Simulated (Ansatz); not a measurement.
System: Ge2H (hydrogen-terminated (001) film, symmetric dihydride, 8 layers).

The cell holds 12 atoms: 8 Ge and 4 H. Its edges and angles: a = 4.001 Å, b = 4.001 Å, c = 46.600 Å, α = 90.0°, β = 90.0°, γ = 90.0°. It derives from Ge. Vacuum lies along c.

```
Ge H
1.0
     4.00081    0.00000    0.00000
     0.00000    4.00081    0.00000
     0.00000    0.00000   46.60000
Ge H
8 4
Direct
  0.00000 0.00000 0.39455
  0.00000 0.50000 0.42423
  0.50000 0.50000 0.45453
  0.50000 0.00000 0.48483
  0.00000 0.00000 0.51517
  0.00000 0.50000 0.54547
  0.50000 0.50000 0.57577
  0.50000 0.00000 0.60545
  0.30475 0.00000 0.37448
  0.69525 0.00000 0.37448
  0.19525 0.00000 0.62552
  0.80475 0.00000 0.62552
```

The structure was relaxed with PBEsol (ions only). The runs that relaxed it are not among those shown.

Gaps computed with Ansatz 0.2.0 without a self-energy: PBEsol 1.01 eV, PBEsol+SOC 0.94 eV and HSE06 1.76 eV.

Q: What gap should G0W0 on PBEsol give (4×4×1 mesh, 1100 empty bands, screening to 75 eV, PAW set soft_1 files)?

About 1.61 eV: on its mesh the run moves the gap from 1.00 eV by +0.61 eV. A band edge moves to another state on the way. Among the scalar-relativistic levels given, HSE06 is nearest (+0.15 eV). Spin-orbit coupling is not in that value; its −0.07 eV at the PBEsol level would bring it to about 1.54 eV. Bands and cutoff are finite, so the gap is not at the basis limit. The miss can reach some tenths of an eV and take either sign; the mesh is an error of its own. In a film the band edges may be surface states, so its gap need not approach the bulk's. At these cutoffs the gaps of films stand short of the band limit, often by tenths of an eV, while the trend with thickness is less touched. In a film the band edges may be surface states, so its gap need not approach the bulk's. At these cutoffs the gaps of films stand short of the band limit, often by tenths of an eV, while the trend with thickness is less touched. The mesh in the plane is coarse for a sheet; gap and any exciton binding can still move on denser ones. The many-body steps are scalar-relativistic: spin-orbit coupling is not in them.

[Paths, hosts, dates, memory and timing lines, banners, echoed tables and standing remarks are left out of the program output.]

[Logs are printed without paths, hosts, clocks, repeated set-up lines and the standing remarks that a program may print on its own settings, such as how far it seeks lower states.]

[Runs of the session that timed out or met a known fault of the program may be left out.]

[Cells called generated may have been cut or substituted from an entry of the Crystallography Open Database or the Materials Project.]

[Hosts, paths, dates, database ids (printed as entryN), source tags and the programs' standing remarks are cut or masked in the printed files.]
